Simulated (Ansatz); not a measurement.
## Br on Au(111): change of the work function: cost of one run

Ansatz 0.2.0; plane-wave DFT, PBE, Ansatz PAW. The cell holds 17 atoms.

File input.yaml:

```yaml
crystal:
  lattice:
    - [5.7699913344, 0.0, 0.0]
    - [2.8849956672, 4.9969590752, 0.0]
    - [0.0, 0.0, 27.3361817334]
  atoms:
    - { symbol: Au, position: [0.0, 0.0, 0.3292339833] }
    - { symbol: Au, position: [0.1666666667, 0.1666666667, 0.4154050924] }
    - { symbol: Au, position: [0.3333333333, 0.3333333333, 0.5045545385] }
[... 8 atom lines left out ...]
    - { symbol: Au, position: [0.5, 0.0, 0.5959899363] }
    - { symbol: Au, position: [0.5, 0.5, 0.3292339833] }
    - { symbol: Au, position: [0.6666666667, 0.6666666667, 0.4154050924] }
    - { symbol: Au, position: [0.8333333333, 0.8333333333, 0.5045545385] }
    - { symbol: Au, position: [0.5, 0.5, 0.5959899363] }
    - { symbol: Br, position: [0.1666666667, 0.1666666667, 0.6707660167] }
kpoints:
  mp_grid: { grid: [6, 6, 1] }
hamiltonian:
  xc: pbe
scf:
  occupations: { method: fermi_dirac, width: 0.1 }
  convergence: { dr2_threshold: 1.0e-08 }
efield:
  axis: 3
  dipole_correction: true
  ramp_position: 0.97
  ramp_width: 0.06
relax:
  f_tol: 0.02
  max_steps: 60
  constraints: [{ sites: [0, 1, 4, 5, 8, 9, 12, 13] }]
output:
  dos: { projected: true, e_range: [-8, 4] }
  write_potential: true
  write_density: true
  volumetric_format: npy
  elf: true
```

On the command line:

```console
$ ansatz run input.yaml --threads 4 --pin off --max-ram 6144MiB --backend cpu --events-out ev --progress --plain --runs-dir out
```

The cutoff in use is 420 eV. For reference, a run of the same kind (5 atoms, 19 k-points, 50 bands and 3,871 plane waves; 75 SCF cycles) took 13 s and 0.6 GiB on the same hardware.

What time and memory should one allow on 4 threads of AMD EPYC 9R45, shared host?

A cutoff of 420 eV is a sphere of radius 10.5 Å⁻¹, so a cell of 788 Å³ holds about V·G³/6π² = 15,403 plane waves. At two electrons a band, the 311 electrons need 156 bands, and 31 more are carried. Symmetry cuts the 6×6×1 mesh from 36 to 7 points. The run has 7 k-points, 187 bands and 15,535 plane waves. Taking the work of a cycle as k-points × spins × bands × plane waves, that is 5.5 times the reference, or 73 s at the reference's 75 cycles. The run needed 39 SCF cycles over 5 ionic steps, which makes it about 38 s. One copy of the wavefunctions takes 0.3 GiB at 16 bytes a coefficient, against 0.055 GiB in the reference; grids, projectors and work arrays come on top. Measured: about 48 s, with a peak of 3.4 GiB. The run took longer than the estimate, which leaves out the steps that grow as the square of the band count.

[Logs are printed without paths, hosts, clocks, repeated set-up lines and the standing remarks that a program may print on its own settings, such as how far it seeks lower states.]

[Hosts, paths, dates, database ids (printed as entryN), source tags and the programs' standing remarks are cut or masked in the printed files.]

[Maps of the electrostatic potential energy from Ansatz leave out the sawtooth potential of an applied field or a dipole correction, so their vacuum need not be flat; planar profiles and work functions include it.]
